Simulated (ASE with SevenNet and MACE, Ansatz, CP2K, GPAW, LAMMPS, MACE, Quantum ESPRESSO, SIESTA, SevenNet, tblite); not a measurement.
## Machine-learned potentials runs on glassy 48SiO2-36B2O3-8MgO-8CaO (mol %) (89 atoms)

How do the settings of machine-learned potentials change the result for glassy 48SiO2-36B2O3-8MgO-8CaO (mol %) (89 atoms)? A plane-wave run serves as the yardstick.

Calculated with ASE with SevenNet and MACE; the method is named at each step.

## 1. Set-up

The cell holds 89 atoms: 12 Si, 18 B, 2 Mg, 2 Ca and 55 O. Cell: a = 10.205 Å, b = 10.205 Å, c = 10.205 Å, α = 90.0°, β = 90.0°, γ = 90.0°. 89 atoms (12 Si, 18 B, 2 Mg, 2 Ca, 55 O) placed at random at 2.19 g/cm³, melted at 3000 K for 20 ps at fixed volume with the Buckingham and Coulomb pair potential of Guillot and Sator (Geochim. Cosmochim. Acta 71, 1249 (2007)) with the boron terms of Wang et al. (J. Non-Cryst. Solids 498, 294 (2018)). Quenched from 3000 K to 300 K at 50 K/ps and fixed volume, held 10 ps at zero pressure.

The yardstick, on the same geometry:

```
method                                           : Kohn-Sham DFT, PBE, PAW, plane waves (Ansatz 0.2.0); cutoff 420 eV, Γ point, fermi-dirac smearing of 0.05 eV; PAW set soft_2
r.m.s. force component                           : 1.256 eV/Å
longest force                                    : 6.213 eV/Å
pressure                                         : -1.643 GPa
gap (highest filled to lowest empty level) : 2.833 eV
SCF cycles                                       : 9
time                                             : 15 s on 4 threads of Arm Neoverse V1, shared host
CPU time                                         : 55 s
```

## 2. SevenNet 0 potential

Method: machine-learned interatomic potential SevenNet 0, trained on PBE(+U) plane-wave data.

Input file run.py:

```python
import numpy as np
from ase.io import read
import mlip  # loads the published weights by name

atoms = read("structure.xyz")
atoms.calc = mlip.calc("7net-0")
energy = atoms.get_potential_energy()
forces = atoms.get_forces()
print(f"energy {energy:.6f} eV")
print("forces (eV/A)")
for i, (a, f) in enumerate(zip(atoms, forces)):
    print(f"{i:4d} {a.symbol:2s} {f[0]:10.5f} {f[1]:10.5f} {f[2]:10.5f}")
stress = -atoms.get_stress(voigt=False) * 160.21766
print("stress (GPa, compression positive)")
for row in stress:
    print(" ".join(f"{x:10.4f}" for x in row))
```

Input file structure.xyz:

```xyz
89
Lattice="10.20454 0.00000 0.00000 0.00000 10.20454 0.00000 0.00000 0.00000 10.20454" Properties=species:S:1:pos:R:3 pbc="T T T"
Si 2.30347 5.06166 2.53052
Si 8.75550 0.19654 8.58569
Si 3.98610 1.29547 1.35435
Si 5.51586 9.12561 7.12787
Si 2.47613 10.12392 7.50462
Si 5.19391 8.85979 0.03663
Si 8.75213 3.27239 1.59272
Si 9.24184 4.38305 6.26508
Si 8.59304 6.23314 2.43950
Si 5.44524 2.29204 4.06712
Si 3.90926 2.55144 6.87184
Si 0.03806 6.71908 5.15891
B 6.03292 7.77341 2.68308
B 7.02532 10.15535 3.45628
B 2.08724 0.40645 3.11289
B 0.73013 3.63394 9.72636
B 8.83142 8.93693 6.31743
B 1.81110 8.98591 5.15574
B 4.22386 4.97512 8.14628
B 0.62299 2.70573 3.25617
B 8.26619 0.66891 1.19026
B 0.72758 7.22665 1.21352
B 5.33891 6.62969 6.33712
B 7.83137 5.13492 8.71447
B 4.02100 6.62642 4.13712
B 2.41552 8.76978 9.97943
B 3.34637 4.02334 0.22889
B 6.78439 4.62725 4.86348
B 0.01378 2.30194 7.50034
B 6.49162 1.53037 7.17685
Mg 8.34068 1.70508 5.05472
Mg 7.88464 7.14420 7.43033
Ca 5.95159 2.33061 9.97504
Ca 5.97762 5.71964 0.78453
O 6.04986 5.61342 5.55627
O 9.67166 2.83135 6.34100
O 3.52740 4.53980 1.55721
O 6.16773 3.76497 3.93263
O 2.72594 1.52078 7.28972
O 9.65656 6.32865 3.68057
O 4.20999 7.04899 5.49433
O 5.05023 0.22960 0.67156
O 1.50048 9.57267 6.35743
O 2.42011 9.68401 4.10294
O 8.19618 4.51357 5.02023
O 2.68053 0.49808 1.84865
O 5.86955 9.04694 8.79233
O 1.31557 7.69330 4.94553
O 7.32584 4.10406 9.48022
O 2.15642 9.76860 9.05224
O 5.96823 8.09240 1.25506
O 8.02842 0.04878 2.40592
O 3.66333 4.11304 7.22583
O 3.04422 5.70148 3.87201
O 7.83066 2.02948 1.09791
O 8.70427 9.97820 5.40963
[... 29 atom lines left out ...]
O 6.17701 0.26664 6.49621
O 5.25299 2.07897 7.72800
O 9.57288 6.99582 1.22740
O 8.66896 8.99530 7.69555
```

Command:

```console
$ OMP_NUM_THREADS=1 python run.py > output.txt
```

The log of the run:

```text
energy -683.445679 eV
forces (eV/A)
   0 Si    1.44962    1.36893   -0.13393
   1 Si   -3.32788    2.27907    0.31099
   2 Si   -1.00889    0.40895    0.80333
   3 Si   -1.26949    3.66342    1.68987
   4 Si    3.04317   -0.41527   -0.30573
   5 Si    0.35499    1.26201    0.95696
   6 Si    2.82701    0.15791   -2.12018
   7 Si   -1.50921    1.08555   -0.39164
   8 Si    2.84826    2.97861    0.05402
   9 Si    0.77161    0.10273    0.19599
  10 Si    2.43757   -0.45673   -0.73252
  11 Si    0.11584    1.25546   -1.77485
  12 B    -0.14246    1.75061    1.94273
  13 B    -0.95650   -2.88097   -2.80481
  14 B     0.13686    1.01370    0.90069
  15 B     0.97913   -0.88637    0.81701
  16 B     0.19031    4.39193   -4.36054
  17 B    -0.74828   -0.45459   -1.10211
  18 B     1.29097    0.86499   -1.74265
  19 B     1.42078   -0.91985   -2.15541
  20 B    -1.12216   -0.51041    1.43468
  21 B     0.60075   -0.90022   -0.43580
  22 B    -2.16651   -2.16444   -1.55792
  23 B    -2.74301    0.32750    4.15993
[...]
81 O     0.02965    0.06312   -0.37028
  82 O    -0.03918    0.18576   -0.46639
  83 O     0.06973    0.06370   -1.65380
  84 O    -0.98315   -1.12182   -0.45805
  85 O    -0.34714   -1.52059    0.14754
  86 O    -0.85586    0.53328    0.93854
  87 O    -1.34847    0.28701    0.83491
  88 O     0.30993    0.13204    1.54259
stress (GPa, compression positive)
   -0.6317    -0.1145     1.3356
   -0.1145    -1.1666     1.8162
    1.3356     1.8162    -3.0117
```

Elapsed: 9.1 s, on 1 thread of Arm Neoverse V1, shared host; peak memory 1 GiB.

Banners, paths, timers and routine set-up lines are dropped from the logs unmarked, and long logs keep their key lines alone; longer cuts are marked.

Compared with the plane-wave run:

| Quantity | Value |
| --- | --- |
| r.m.s. force component | 1.203 eV/Å |
| r.m.s. difference of force components | 160.8 meV/Å |
| longest difference of force vectors | 740.5 meV/Å |
| force difference over r.m.s. force | 12.8 % |
| slope of forces against the reference's | 0.9503 |
| correlation of force components | 0.9924 |
| pressure | -1.603 GPa |
| pressure difference | 0.0396 GPa |

Length of the force difference by element (eV/Å):

```tsv
element	atoms	mean	most
B	18	0.28	0.74
Ca	2	0.26	0.45
Mg	2	0.35	0.58
O	55	0.21	0.48
Si	12	0.32	0.65
```

Local excerpt of 9 atoms (numbers count through the whole input) about Mg31, one of the 2 Mg atoms; x, y, z are measured from there.

```tsv
atom	x	y	z	distance (Å)	bonds	Fx	Fy	Fz (eV/Å)
Mg31	0.00	0.00	0.00	0.00	4	0.36	-0.83	0.05
O65	-1.21	0.77	1.21	1.88	2	-1.39	-0.47	0.78
O56	0.36	-1.93	0.35	2.00	2	0.82	-1.88	1.96
O71	-1.66	-0.56	-1.04	2.04	3	-0.47	1.53	0.47
O36	1.33	1.13	1.29	2.17	3	1.49	-1.70	-0.39
O62	1.11	0.99	-2.10	2.57	2	0.57	-0.37	2.03
B14	-1.32	-1.75	-1.60	2.71	3	-0.96	-2.88	-2.80
O45	-0.14	2.81	-0.03	2.81	2	-0.45	-0.02	-0.51
B30	-1.85	-0.17	2.12	2.82	4	1.03	0.22	-1.86
```

Atoms are counted from 1 here, from 0 in the log.

Forces lie 13 % from the reference's, at 0.16 times its CPU time (on 1 against 4 cores).

## 3. SevenNet l3i5 potential

Method: machine-learned interatomic potential SevenNet l3i5, trained on PBE(+U) plane-wave data.

run.py, as its differences from that of step 2:

```diff
@@ -5,3 +5,3 @@
 atoms = read("structure.xyz")
-atoms.calc = mlip.calc("7net-0")
+atoms.calc = mlip.calc("7net-l3i5")
 energy = atoms.get_potential_energy()
```

structure.xyz is that of step 2.

The log of the run:

```text
energy -683.197876 eV
forces (eV/A)
   0 Si    1.49174    1.44235   -0.29906
   1 Si   -3.39356    2.28223    0.15197
   2 Si   -1.21096    0.39637    0.99013
   3 Si   -1.21100    3.50998    1.65630
   4 Si    3.00679   -0.40822   -0.28235
   5 Si    0.34091    1.34304    0.87371
   6 Si    2.91211    0.09957   -2.17188
   7 Si   -1.52798    1.05236   -0.29714
   8 Si    2.95888    3.05814    0.06227
   9 Si    0.89199    0.10376    0.42675
  10 Si    2.49051   -0.51039   -0.87712
  11 Si    0.10540    1.01598   -1.63968
  12 B    -0.09854    1.81043    2.08798
  13 B    -0.99538   -2.76316   -2.59641
  14 B     0.23145    0.91391    0.88818
  15 B     0.97557   -0.84216    0.74914
  16 B     0.42156    4.29137   -4.32546
  17 B    -0.72587   -0.42031   -0.79361
  18 B     1.32651    0.86752   -1.80472
  19 B     1.48451   -0.88378   -2.30885
  20 B    -1.10810   -0.56334    1.40399
  21 B     0.53726   -0.88520   -0.38043
  22 B    -2.12094   -2.27942   -1.67752
  23 B    -2.53036    0.19339    3.86515
[...]
81 O    -0.01316    0.14528   -0.44084
  82 O    -0.07545    0.10469   -0.42098
  83 O    -0.01702    0.07678   -1.38554
  84 O    -1.06337   -1.17503   -0.45983
  85 O    -0.38625   -1.68595    0.05334
  86 O    -0.94139    0.54212    1.19478
  87 O    -1.26623    0.24999    0.89503
  88 O     0.28010    0.10291    1.53078
stress (GPa, compression positive)
   -0.4090     0.0989     1.2364
    0.0989    -0.9876     1.6762
    1.2364     1.6762    -3.0328
```

Run time: 11 s. Hardware: 1 thread; peak memory 1.7 GiB.

Compared with the plane-wave run:

```yaml
r_m_s_force_component: 1.2 eV/Å
r_m_s_difference_of_force_components: 116.2 meV/Å
longest_difference_of_force_vectors: 515.9 meV/Å
force_difference_over_r_m_s_force: 9.252 %
slope_of_forces_against_the_reference_s: 0.9519
correlation_of_force_components: 0.9966
pressure: -1.476 GPa
pressure_difference: 0.1664 GPa
```

Against the first run (13 %), the force difference from the reference is 9.3 %, at 1.3 times the CPU time.

## 4. MACE MPA-0 medium potential

Method: machine-learned interatomic potential MACE MPA-0 medium, trained on PBE(+U) plane-wave data.

run.py, as its differences from that of step 3:

```diff
@@ -5,3 +5,3 @@
 atoms = read("structure.xyz")
-atoms.calc = mlip.calc("7net-l3i5")
+atoms.calc = mlip.calc("mace-mpa-0-medium")
 energy = atoms.get_potential_energy()
```

structure.xyz is that of step 3.

The log of the run:

```text
energy -683.309340 eV
forces (eV/A)
   0 Si    1.66842    1.44195   -0.09757
   1 Si   -3.33095    2.19699    0.28909
   2 Si   -1.24628    0.37921    0.70317
   3 Si   -1.22845    3.47215    1.89619
   4 Si    3.11092   -0.27316   -0.35786
   5 Si    0.32390    1.30084    0.83747
   6 Si    2.82244    0.48084   -2.13997
   7 Si   -1.52284    0.96502   -0.27399
   8 Si    2.86347    3.13825   -0.04332
   9 Si    0.78161    0.09765    0.25905
  10 Si    2.39948   -0.45814   -0.82593
  11 Si    0.17545    1.22038   -1.79624
  12 B    -0.13180    1.74573    2.03221
  13 B    -1.12986   -2.93669   -2.87589
  14 B     0.19783    1.01385    0.86235
  15 B     1.23137   -0.88288    0.86483
  16 B     0.48819    4.19801   -4.25984
  17 B    -0.84800   -0.50675   -1.08219
  18 B     1.23138    0.76452   -1.84458
  19 B     1.51595   -1.02952   -2.39654
  20 B    -1.05974   -0.79453    1.59346
  21 B     0.42680   -0.81008   -0.51804
  22 B    -2.11040   -2.13339   -1.49157
  23 B    -2.50793    0.21526    3.91602
[...]
81 O    -0.04687    0.08536   -0.43320
  82 O    -0.01114    0.07575   -0.41586
  83 O     0.00691    0.21203   -1.52105
  84 O    -1.05928   -1.24065   -0.45683
  85 O    -0.27819   -1.60033    0.05655
  86 O    -0.78109    0.41843    1.09791
  87 O    -1.27559    0.30636    0.85343
  88 O     0.24117    0.04310    1.50155
stress (GPa, compression positive)
   -0.1678     0.0615     1.3448
    0.0615    -0.6325     1.8601
    1.3448     1.8601    -2.7904
```

Wall time 9.3 s (1 thread); peak memory 1.1 GiB.

Numbers from this run, and their distance from the reference:

```yaml
r_m_s_force_component: 1.205 eV/Å
r_m_s_difference_of_force_components: 144.8 meV/Å
longest_difference_of_force_vectors: 657.2 meV/Å
force_difference_over_r_m_s_force: 11.53 %
slope_of_forces_against_the_reference_s: 0.9534
correlation_of_force_components: 0.9939
pressure: -1.197 GPa
pressure_difference: 0.446 GPa
```

Against the first run (13 %), the force difference from the reference is 12 %, at 1.0 times the CPU time.

## 5. All runs compared

Differences are against the plane-wave reference, forces as r.m.s. over components; share is that over the reference's r.m.s. force, slope the least-squares factor from reference forces to these. Total energies of different programs have different zeros and aren't compared.

```tsv
run	Δ force, r.m.s. (meV/Å)	share (%)	slope	Δ pressure (GPa)	cores	CPU time	memory (GiB)
reference	-	-	-	-	4	55 s	1.3
SevenNet 0 potential	161	12.8	0.950	0.0396	1	9.1 s	1.0
SevenNet l3i5 potential	116	9.25	0.952	0.166	1	11 s	1.7
MACE MPA-0 medium potential	145	11.5	0.953	0.446	1	9.3 s	1.1
```

Times of the machine-learned potentials are mostly Python's start and the loading of weights.

CPU time is summed over cores on a shared host, where runs went side by side, so it is rough. Symmetry, cutoffs, thresholds, outputs and thread counts weren't matched or tuned between programs; memory under MPI is the largest rank's times the ranks.

## 6. Summary of results

```
nearest in forces : SevenNet l3i5 potential, 9.3 %
its CPU time      : 11 s
```

Machine-learned potentials differ by 9.3 % (SevenNet l3i5 potential) to 13 % (SevenNet 0 potential); they were trained on other programs' data. Machine-learned potentials mimic data converged in k, so the reference's own k-point error enters their differences. The quench rate of 50 K/ps is many orders above laboratory rates, so the cell is likely richer in defects and strain than a real sample. The network of bonds at the start is that of the classical potential that made the cell, and needn't be the one that DFT or experiment would give. The electronic-structure runs sample only Γ, in a cell whose shortest periodic width is 10 Å.

[Also dropped from logs without a mark: logging warnings of Python, and SIESTA's first energy breakdown and zero terms.]

[Logs are printed without paths, hosts, clocks, repeated set-up lines and the standing remarks that a program may print on its own settings, such as how far it seeks lower states.]

[Hosts, paths, dates, database ids (printed as entryN), source tags and the programs' standing remarks are cut or masked in the printed files.]
